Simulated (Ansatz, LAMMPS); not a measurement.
## Glassy 68SiO2-14MgO-11ZnO-7BaO (mol %) (75 atoms): support functions against a reference

Aim: test how closely localised support functions follow the reference on glassy 68SiO2-14MgO-11ZnO-7BaO (mol %) (75 atoms), and at what cost. A setting counts as converged where the r.m.s. difference of forces stays under 1 % of the r.m.s. force.

Calculated with Ansatz 0.2.0; Kohn-Sham DFT, PBE, PAW (set soft_2), plane waves.

**1. The structure**

The cell holds 75 atoms: 19 Si, 4 Mg, 3 Zn, 2 Ba and 47 O. Its edges and angles: a = 10.675 Å, b = 10.675 Å, c = 10.675 Å, α = 90.0°, β = 90.0°, γ = 90.0°. 75 atoms (19 Si, 4 Mg, 3 Zn, 2 Ba, 47 O) placed at random at 2.53 g/cm³, melted at 4000 K for 10 ps at fixed volume with the Morse and Coulomb pair potential with partial charges (Pedone, Malavasi, Menziani, Cormack and Segre, J. Phys. Chem. B 110, 11780 (2006)). Quenched from 4000 K to 300 K at 25 K/ps and fixed volume, held 5 ps, then minimised at fixed cell.

Limits known from the start: The quench rate of 25 K/ps far exceeds what a furnace or splat quench reaches, so expect more defects and frozen-in strain than in a real sample. The starting topology of bonds comes from the classical model, and needn't be the one that DFT or experiment would give. Sampling is at Γ alone, for a cell whose shortest periodic width is 11 Å. The levels lack spin–orbit coupling, which is large for the heavy elements here.

**2. Making the structure**

A classical potential supplies the starting structure, since it reaches far longer times than DFT.

This step: classical MD, Morse and Coulomb pair potential with partial charges (Pedone, Malavasi, Menziani, Cormack and Segre, J. Phys. Chem. B 110, 11780 (2006)) (LAMMPS 22 Jul 2025 - Update 4).

File in.lmp:

```
# melt-quench of Si19Mg4Zn3Ba2O47
units metal
atom_style charge
boundary p p p
region box block 0 10.6753 0 10.6753 0 10.6753
create_box 5 box
mass 1 28.0850   # Si
mass 2 24.3050   # Mg
mass 3 65.3800   # Zn
mass 4 137.3270   # Ba
mass 5 15.9990   # O
create_atoms 1 random 19 432044 NULL overlap 1.5 maxtry 2000
create_atoms 2 random 4 432051 NULL overlap 1.5 maxtry 2000
create_atoms 3 random 3 432058 NULL overlap 1.5 maxtry 2000
create_atoms 4 random 2 432065 NULL overlap 1.5 maxtry 2000
create_atoms 5 random 47 432072 NULL overlap 1.5 maxtry 2000
pair_style hybrid/overlay pedone 5.5 coul/long 8.0
pair_coeff * * coul/long
pair_coeff 1 5 pedone 0.340554 2.006700 2.100000 1   # Si-O
pair_coeff 2 5 pedone 0.038908 2.281000 2.586153 5   # Mg-O
pair_coeff 3 5 pedone 0.001221 3.150679 2.851850 1   # Zn-O
pair_coeff 4 5 pedone 0.065011 1.547596 3.393410 5   # Ba-O
pair_coeff 5 5 pedone 0.042395 1.379316 3.618701 22   # O-O
set type 1 charge 2.4
set type 2 charge 1.2
set type 3 charge 1.2
set type 4 charge 1.2
set type 5 charge -1.2
kspace_style pppm 1.0e-4
neigh_modify delay 0 every 1 check yes
thermo_style custom step time temp pe press density
thermo_modify norm yes
timestep 0.002
thermo 100
# [... 18 lines left out ...]
thermo 1250
fix md all nvt temp 300 300 0.2
run 2500 post no
unfix md
thermo 100
min_style cg
minimize 0 1e-3 2000 20000
write_dump all custom glass.dump id type xs ys zs modify sort id
```

Launch:

```sh
$ lmp -in in.lmp -log none -nocite
```

Standard output:

```text
LAMMPS (22 Jul 2025 - Update 4)
Created orthogonal box = (0 0 0) to (10.6753 10.6753 10.6753)
Created 19 atoms
Created 4 atoms
Created 3 atoms
Created 2 atoms
Created 47 atoms
PPPM initialization ...
  G vector (1/distance) = 0.38433457
  grid = 12 12 12
  estimated relative force accuracy = 4.9324443e-05
   Step          Time           Temp          PotEng         Press         Density
         0   0              0             -1.3693663      525565.54      2.5300004
        73   0.146          0             -15.16663      -23458.162      2.5300004
Loop time of 0.0305404 s on 1 MPI rank(s) for 73 steps with 75 atoms
Minimization stats:
  Stopping criterion = energy tolerance
  Energy initial, next-to-last, final =
     -1.36936627518677  -15.1651920274402  -15.1666300903107
  Force two-norm initial, final = 271.52322 2.75841
  Iterations, force evaluations = 73 88
   Step          Time           Temp          PotEng         Press         Density
[... 12 lines left out ...]
[... 1 line left out ...]
Loop time of 1.49221 s on 1 MPI rank(s) for 5000 steps with 75 atoms
   Step          Time           Temp          PotEng         Press         Density
[... 12 lines left out ...]
Loop time of 21.0631 s on 1 MPI rank(s) for 74000 steps with 75 atoms
   Step          Time           Temp          PotEng         Press         Density
[... 1 line left out ...]
     81250   162.5          264.98952     -15.272406     -22843.257      2.5300004
     82500   165            296.26097     -15.270454     -25673.447      2.5300004
Loop time of 0.651921 s on 1 MPI rank(s) for 2500 steps with 75 atoms
   Step          Time           Temp          PotEng         Press         Density
     82500   165            296.26097     -15.270454     -25673.447      2.5300004
     82514   165.028        296.26097     -15.307696     -26003.952      2.5300004
Loop time of 0.0190292 s on 1 MPI rank(s) for 14 steps with 75 atoms
Minimization stats:
  Stopping criterion = linesearch alpha is zero
  Energy initial, next-to-last, final =
     -15.2704539676978  -15.3076964716704  -15.3076964716704
  Force two-norm initial, final = 10.024356 0.631335
  Iterations, force evaluations = 14 61
```

It took 24 s on 1 thread of Arm Neoverse V2, shared host; peak memory 0.07 GiB.

**3. Plane-wave single point**

The first run fixes the reference, at a cutoff of 420 eV.

File input.yaml:

```yaml
crystal:
  lattice:
    - [10.6753, 0.0, 0.0]
    - [0.0, 10.6753, 0.0]
    - [0.0, 0.0, 10.6753]
  atoms:
    - { symbol: Si, position: [0.13354, 0.6836, 0.91204] }
    - { symbol: Si, position: [0.13498, 0.39178, 0.85974] }
    - { symbol: Si, position: [0.26686, 0.05212, 0.19227] }
    - { symbol: Si, position: [0.79076, 0.66389, 0.41093] }
    - { symbol: Si, position: [0.4182, 0.68334, 0.00841] }
    - { symbol: Si, position: [0.71924, 0.21651, 0.38978] }
    - { symbol: Si, position: [0.0523, 0.88659, 0.29958] }
    - { symbol: Si, position: [0.09544, 0.655, 0.44415] }
    - { symbol: Si, position: [0.30184, 0.33557, 0.10443] }
    - { symbol: Si, position: [0.93671, 0.19659, 0.96412] }
    - { symbol: Si, position: [0.70067, 0.05251, 0.96628] }
    - { symbol: Si, position: [0.41992, 0.0084, 0.66385] }
    - { symbol: Si, position: [0.19506, 0.3887, 0.35785] }
    - { symbol: Si, position: [0.4275, 0.97568, 0.95965] }
    - { symbol: Si, position: [0.6173, 0.44964, 0.52695] }
    - { symbol: Si, position: [0.68845, 0.89614, 0.70924] }
    - { symbol: Si, position: [0.94356, 0.33573, 0.22294] }
    - { symbol: Si, position: [0.25278, 0.77114, 0.6662] }
    - { symbol: Si, position: [0.83649, 0.9471, 0.4778] }
    - { symbol: Mg, position: [0.35334, 0.3284, 0.61636] }
    - { symbol: Mg, position: [0.53348, 0.41104, 0.91289] }
    - { symbol: Mg, position: [0.90661, 0.65593, 0.14471] }
    - { symbol: Mg, position: [0.45875, 0.51224, 0.25752] }
    - { symbol: Zn, position: [0.5344, 0.62812, 0.73809] }
    - { symbol: Zn, position: [0.41695, 0.16829, 0.40984] }
    - { symbol: Zn, position: [0.9402, 0.90317, 0.03408] }
    - { symbol: Ba, position: [0.08982, 0.07887, 0.68764] }
    - { symbol: Ba, position: [0.58988, 0.88845, 0.24307] }
    - { symbol: O, position: [0.40902, 0.14066, 0.60029] }
    - { symbol: O, position: [0.31962, 0.99383, 0.06062] }
    - { symbol: O, position: [0.44088, 0.35523, 0.06071] }
    - { symbol: O, position: [0.71089, 0.56869, 0.4974] }
    - { symbol: O, position: [0.17258, 0.77901, 0.79648] }
    - { symbol: O, position: [0.45958, 0.82787, 0.96927] }
    - { symbol: O, position: [0.9419, 0.64883, 0.44111] }
    - { symbol: O, position: [0.36097, 0.02795, 0.30391] }
    - { symbol: O, position: [0.27986, 0.42264, 0.23048] }
    - { symbol: O, position: [0.69888, 0.97571, 0.83595] }
    - { symbol: O, position: [0.15474, 0.71551, 0.56787] }
    - { symbol: O, position: [0.94684, 0.4754, 0.17503] }
    - { symbol: O, position: [0.48761, 0.58763, 0.91598] }
    - { symbol: O, position: [0.13581, 0.99047, 0.233] }
    - { symbol: O, position: [0.95765, 0.24379, 0.10307] }
    - { symbol: O, position: [0.81928, 0.28726, 0.29847] }
    - { symbol: O, position: [0.55824, 0.95187, 0.64135] }
    - { symbol: O, position: [0.81398, 0.93904, 0.62713] }
    - { symbol: O, position: [0.12773, 0.76134, 0.33899] }
    - { symbol: O, position: [0.37353, 0.69344, 0.68395] }
    - { symbol: O, position: [0.9913, 0.06008, 0.93765] }
    - { symbol: O, position: [0.51031, 0.45819, 0.42348] }
    - { symbol: O, position: [0.39935, 0.01558, 0.81784] }
    - { symbol: O, position: [0.69349, 0.31724, 0.50346] }
    - { symbol: O, position: [0.98085, 0.93817, 0.4296] }
    - { symbol: O, position: [0.55137, 0.05642, 0.00095] }
    - { symbol: O, position: [0.21137, 0.36583, 0.98964] }
    - { symbol: O, position: [0.55169, 0.45057, 0.66413] }
    - { symbol: O, position: [0.21848, 0.34366, 0.74562] }
    - { symbol: O, position: [0.76833, 0.97304, 0.06776] }
    - { symbol: O, position: [0.06667, 0.3225, 0.3142] }
    - { symbol: O, position: [0.10926, 0.54107, 0.8576] }
    - { symbol: O, position: [0.75838, 0.64604, 0.26979] }
    - { symbol: O, position: [0.26829, 0.19942, 0.15958] }
    - { symbol: O, position: [0.76468, 0.81923, 0.43461] }
    - { symbol: O, position: [0.26619, 0.67488, 0.98901] }
    - { symbol: O, position: [0.01697, 0.73416, 0.98657] }
    - { symbol: O, position: [0.00979, 0.29728, 0.87153] }
    - { symbol: O, position: [0.45474, 0.65985, 0.14953] }
    - { symbol: O, position: [0.27813, 0.30099, 0.44255] }
    - { symbol: O, position: [0.78237, 0.18025, 0.94444] }
    - { symbol: O, position: [0.15576, 0.52068, 0.41965] }
    - { symbol: O, position: [0.7825, 0.07973, 0.43178] }
    - { symbol: O, position: [0.94758, 0.83972, 0.20926] }
    - { symbol: O, position: [0.58658, 0.18091, 0.33855] }
    - { symbol: O, position: [0.66718, 0.7549, 0.72817] }
    - { symbol: O, position: [0.3011, 0.91567, 0.62777] }
kpoints:
  mp_grid: { grid: [1, 1, 1] }
hamiltonian:
  xc: pbe
scf:
  occupations: { method: fixed }
output:
  forces: true
  stress: true
  populations: true
  dos:
    method: { smearing: { sigma: 0.1 } }
    de: 0.1
    projected: { site_lists: { Ba: [Ba], Mg: [Mg], O: [O], Si: [Si], Zn: [Zn] } }
  eigenvalues: true
  write_density: true
  write_potential: true
  volumetric_format: npy
```

Launch:

```sh
$ ansatz run input.yaml --threads 4 --pin off --max-ram 8192MiB --backend cpu --events-out ev --progress --plain --runs-dir out
```

Standard output:

```text
Engine: ansatz 0.2.0, aarch64-unknown-linux-gnu
Pseudopotentials: kind: paw
Pseudopotential: Si, paw, valence charge 4, recommended cutoff 420 eV (normal), Si.paw.azcp
Pseudopotential: Mg, paw, valence charge 10, recommended cutoff 420 eV (normal), Mg.paw.azcp
Pseudopotential: Zn, paw, valence charge 12, recommended cutoff 420 eV (normal), Zn.paw.azcp
Pseudopotential: Ba, paw, valence charge 10, recommended cutoff 420 eV (normal), Ba.paw.azcp
Pseudopotential: O, paw, valence charge 6, recommended cutoff 420 eV (normal), O.paw.azcp
[... 5 lines on functional and potentials left out ...]
Crystal: 75 atoms, lattice volume = 1216.579 Å³
Basis set: ecut = 420 eV, 23847 PW (Γ), exchange–correlation on 144×144×144 points (8 copies of the dense FFT grid, shifted against one another)
Bands: 302, of which v1, the nominal top of the filled ones, is band 227 counted from 1 (226 counted from 0)
Symmetry: 1 space group operations
Space group: P1 (ITA 1), of the structure as read, at distance tolerance 1.1e-4 Å
k-points: 1
[... 11 lines on functional and potentials left out ...]
Initial density: superposition of atomic densities (neutral atoms: chi_scale 0, normalization atom), corrected by the library's trained network
Initial wavefunctions: pseudopotential atomic-orbital guess
Functional: x = pbe(κ = 0.804, μ = 0.219515), c = pbe(β = 0.066725)
SCF iter   1: F=—  HF=-68375.420953 eV  |F-HF|=—  |Δ(HF+E_count)|=         —  Δρ=2.29e-3  dr2=1.62e-1  ethr=1.77e-3  ⟨swp⟩=4.0  Hψ=1168  notcnv=0  defer=73
preconditioner: auto → Resta (q_TF=auto, 2.315 Å⁻¹)  ε∞=3.2  [insulator: Δε(μ)=2.487 eV  Ē_g=14.702 eV  n_scr=250 (ndim 8)  ℏωp=21.8 eV  f_vac=0.238  ε∞_Penn≈3.2]
SCF iter   2: F=—  HF=-68375.401046 eV  |F-HF|=—  |Δ(HF+E_count)|=   1.99e-2  Δρ=1.29e-3  dr2=5.66e-2  ethr=3.57e-5  ⟨swp⟩=3.0  Hψ=561  notcnv=0  defer=73
SCF iter   3: F=—  HF=-68375.396804 eV  |F-HF|=—  |Δ(HF+E_count)|=   4.24e-3  Δρ=1.19e-3  dr2=2.07e-2  ethr=1.25e-5  ⟨swp⟩=3.0  Hψ=459  notcnv=0  defer=73
SCF iter   4: F=—  HF=-68375.393198 eV  |F-HF|=—  |Δ(HF+E_count)|=   3.61e-3  Δρ=2.69e-4  dr2=1.40e-3  ethr=4.57e-6  ⟨swp⟩=3.0  Hψ=407  notcnv=0  defer=73
SCF iter   5: F=—  HF=-68375.393833 eV  |F-HF|=—  |Δ(HF+E_count)|=   6.36e-4  Δρ=2.32e-4  dr2=4.91e-4  ethr=3.07e-7  ⟨swp⟩=2.0  Hψ=461  notcnv=0  defer=73
SCF iter   6: F=—  HF=-68375.393747 eV  |F-HF|=—  |Δ(HF+E_count)|=   8.63e-5  Δρ=5.51e-5  dr2=3.65e-5  ethr=1.08e-7  ⟨swp⟩=2.0  Hψ=451  notcnv=0  defer=71
SCF iter   7: F=—  HF=-68375.395292 eV  |F-HF|=—  |Δ(HF+E_count)|=   1.55e-3  Δρ=2.80e-5  dr2=1.06e-5  ethr=8.05e-9  ⟨swp⟩=2.0  Hψ=530  notcnv=0  defer=70
SCF iter   8: F=—  HF=-68375.395299 eV  |F-HF|=—  |Δ(HF+E_count)|=   6.76e-6  Δρ=1.41e-5  dr2=2.56e-6  ethr=2.33e-9  ⟨swp⟩=2.0  Hψ=400  notcnv=0  defer=71
SCF iter   9: F=—  HF=-68375.395300 eV  |F-HF|=—  |Δ(HF+E_count)|=   1.03e-6  Δρ=4.68e-6  dr2=3.15e-7  ethr=5.63e-10  ⟨swp⟩=2.0  Hψ=449  notcnv=0  defer=71
SCF iter  10: F=-68375.395300 eV  HF=-68375.395300 eV  |F-HF|=2.87e-8  |Δ(HF+E_count)|=   2.11e-7  Δρ=2.62e-6  dr2=7.83e-8  ethr=2.20e-11  ⟨swp⟩=25.0  Hψ=3179  notcnv=0
SCF 1 converged in 10 iterations: F = -68375.395300 eV  dr2 = 7.83e-8
  greatest PAW one-centre occupation: 1.000 electrons in one spin orbital (limit 2), on the Mg atom at site 22 (counted from 0), in its partial waves of l = 0
WARN: The input density's exchange-correlation potential varies sharply where the density is thin. Do not read a vacuum level from v_tot or v_xc, or from such a field of the output density. On a cell that repeats whose density bears no net charge and no dipole along the vacuum's axis use v_es (v_loc + v_h of the components); [...]
SCF converged after 10 iterations
Free energy (F): -68375.395300 eV
Harris-Foulkes:  -68375.395300 eV  (|F-HF|=2.87e-8)
Internal energy: -68375.395300 eV  (E = F + TS)
E sigma→0 (E₀):  -68375.395300 eV
Fermi energy:    2.797686 eV
--- Per-component energies (eV) ---
  E_band       = -3531.874415
  E_kinetic    = 10251.086593
  E_local      = -45468.559614  (includes V_loc(G=0)·N_el)
  E_nonlocal   = 5073.434194
  E_hartree    = 17859.403891
  E_xc         = -5406.786962
  E_vxc        = -5925.400246  (∫ρ·V_xc dr)
  E_paw        = -34338.595741  (= ΣΔE_a)
  E_vpaw       = -3181.339833  (= ΣTr[D̂ρ^β])
  E_aug_tail   = 0.119157  (compensation charges beyond the density's cutoff)
  E_ewald      = -16345.496817
  E_smearing   = -0.000000  (= −TS)
  E_closure    = 0.000000  (closes the sum)
  Σ components = -68375.395300   (vs F -68375.395300, Δ=0.00e0)
--- Forces (eV/Å), atoms counted from 1 ---
  atom   1  Si     2.15556737    -0.72957272    -0.93510861
  atom   2  Si     0.32082365    -0.19847516     1.15745451
  atom   3  Si     1.05802981     0.50692660    -0.45731675
  atom   4  Si     1.03518436     0.17946686     0.63152215
  atom   5  Si    -1.48264639     1.01177482    -0.53305052
  atom   6  Si     0.56171163     0.87573884     0.40896195
  atom   7  Si    -0.17621574    -0.65703650     1.17471089
  atom   8  Si    -1.34422118     1.07283104    -0.42675300
  atom   9  Si    -0.98143964    -0.77598146    -0.38608389
  atom  10  Si    -0.28094220     0.03120234     0.45173386
  atom  11  Si     0.04967745    -0.50060145    -1.60909742
  atom  12  Si     1.07543028    -2.08933021     1.76654091
  atom  13  Si    -1.36269701     0.15710043    -1.55985046
  atom  14  Si     0.79678951    -0.66152390    -0.29049462
[...]
atom  74  O      0.04099146    -2.55903504     0.26895386
  atom  75  O     -1.22971843     0.86302140    -0.70717100
  max |Σ_I F_I| component: 7.45e-5 eV/Å
--- Stress (GPa, compression-positive) ---
        0.222278      -1.541523       2.466273
       -1.541524      -0.339118       0.789856
        2.466273       0.789857       2.858096
  P = ⅓ Tr σ = 0.9138 GPa (9.138 kbar)
--- Band table (eV) ---
  k-point 0: bands = ["-73.5415", "-72.2429", "-71.6010", "-71.1348", [... 286 levels ...], "11.5530", "11.5940", "11.6132", "11.6584", "11.6962", "11.7256", "11.7619", "11.8259", "11.8899", "11.8962", "11.9200", "11.9691"]
--- Löwdin populations: 75 sites ---
  site symbol       q [e]
     0     Si      2.2415
     1     Si      2.2610
     2     Si      2.2486
[...]
74      O      6.8457
  spilling = 0.012231 (of n_electrons = 454.000000)
```

The job ended after 15 s (4 threads of Arm Neoverse V2, shared host; peak memory 1.4 GiB; 54 s of CPU time).

The column dr2 measures how far the density is from self-consistency, as an energy; F and HF (Harris–Foulkes) agree once it is small.

The program notes that the exchange-correlation potential is rough where the density is thin.

The run gave:

```yaml
free_energy: -68375.3953 eV
free_energy_per_atom: -911.6719 eV/atom
scf_cycles: 10
pressure: 0.9138 GPa
r_m_s_force_component: 0.9278 eV/Å
longest_force: 2.96 eV/Å
fermi_energy: 2.798 eV
spacing_of_highest_filled_and_lowest_empty_level: 2.184 eV
spilling_of_the_projection: 0.01223
```

The r.m.s. force component of 0.93 eV/Å sets the scale for the differences below.

**4. Support functions low**

The cell is solved in localised support functions.

This step: Kohn-Sham DFT, PBE, PAW (set soft_2), localised support functions (low) (Ansatz 0.2.0).

input.yaml, the sections that differ from step 3:

```yaml
scf:
  occupations: { method: fixed }
  eigensolver: { kind: { support_functions: { accuracy: low } } }
  max_iter: 150
output:
  forces: true
  eigenvalues: true
# crystal, kpoints, hamiltonian: as in step 3
```

Standard output:

```text
Warning: scf.eigensolver.kind.support_functions: disabling space-group detection — the functions' gradient is summed over unrotated k-points, so no spatial operation reduces the k-mesh or symmetrises the density; time reversal is kept, so that k and −k are solved as one point where they differ and the mesh holds both, and exact exchange and, on two spinor components, a DFT+U term hold to it where the run has them: [...]
settings of this run that can trade accuracy for cost: scf.eigensolver.kind.support_functions; scf.eigensolver.kind.support_functions.accuracy: low [...]
[...]
Crystal: 75 atoms, lattice volume = 1216.579 Å³
Basis set: ecut = 420 eV, 23847 PW (Γ), exchange–correlation on 150×150×150 points (8 copies of the dense FFT grid, shifted against one another)
Bands: 273, of which v1, the nominal top of the filled ones, is band 227 counted from 1 (226 counted from 0)
Symmetry: 1 space group operations
k-points: 1
[...]
SCF iter   1: F=—  HF=-68368.132630 eV  |F-HF|=—  |Δ(HF+E_count)|=         —  Δρ=1.03e-1  dr2=1.31e2  ethr=1.00e-1
[...]
SCF iter  14: F=—  HF=-68375.723529 eV  |F-HF|=—  |Δ(HF+E_count)|=   1.87e-3  Δρ=2.81e-5  dr2=1.80e-5  ethr=1.55e-8  κ⁻¹=1.3e-5(r=7)
SCF iter  15: F=-68375.725145 eV  HF=-68375.725148 eV  |F-HF|=2.58e-6  |Δ(HF+E_count)|=   1.62e-3  Δρ=1.39e-5  dr2=4.69e-6  ethr=3.96e-9
SCF 1 converged in 15 iterations: F = -68375.749926 eV  dr2 = 4.69e-6
[...]
SCF converged after 15 iterations
Stability not checked: this state was not tested for a lower state beside it, because the mixer in use, unlike msr1, does not test its closes by its own steps (another_mixer; see scf.mixing.algorithm and scf.lower_state_search)
Free energy (F): -68375.749926 eV
[...]
Internal energy: -68375.749926 eV  (E = F + TS)
E sigma→0 (E₀):  -68375.749926 eV
Fermi energy:    2.798500 eV
[...]
Σ components = -68375.749926   (vs F -68375.749926, Δ=0.00e0)
--- Forces (eV/Å), atoms counted from 1 ---
  atom   1  Si     2.15724138    -0.73113353    -0.93408050
  atom   2  Si     0.32334636    -0.19894537     1.15858136
  atom   3  Si     1.05869306     0.50785320    -0.45754778
  atom   4  Si     1.03409849     0.17908096     0.63126196
[...]
atom  75  O     -1.22998189     0.86251594    -0.70719188
  max |Σ_I F_I| component: 4.38e-3 eV/Å
--- Band table (eV) ---
[...]
```

Run time: 1.7 min. Hardware: 4 threads; peak memory 3.3 GiB; 6.6 min of CPU time.

The program notes that the band table was not solved further than the SCF left it and it switched symmetry off.

Keys that differ from the reference: support_functions.accuracy = "low" and scf.max_iter = 150.

Forces differ from the reference by 0.87 meV/Å r.m.s., 0.093 % of their size, well within a tolerance of 1 %; the energy by -4.7 meV/atom. It took roughly 7.0 times the reference's time (one timing each, with unlike analyses asked), in 15 cycles against 10.

[end of part 1 of 3]

[Long decimals in the printed logs are rounded to 6 places.]

[Logs are printed without paths, hosts, clocks, repeated set-up lines and the standing remarks that a program may print on its own settings, such as how far it seeks lower states.]

[Hosts, paths, dates, database ids (printed as entryN), source tags and the programs' standing remarks are cut or masked in the printed files.]
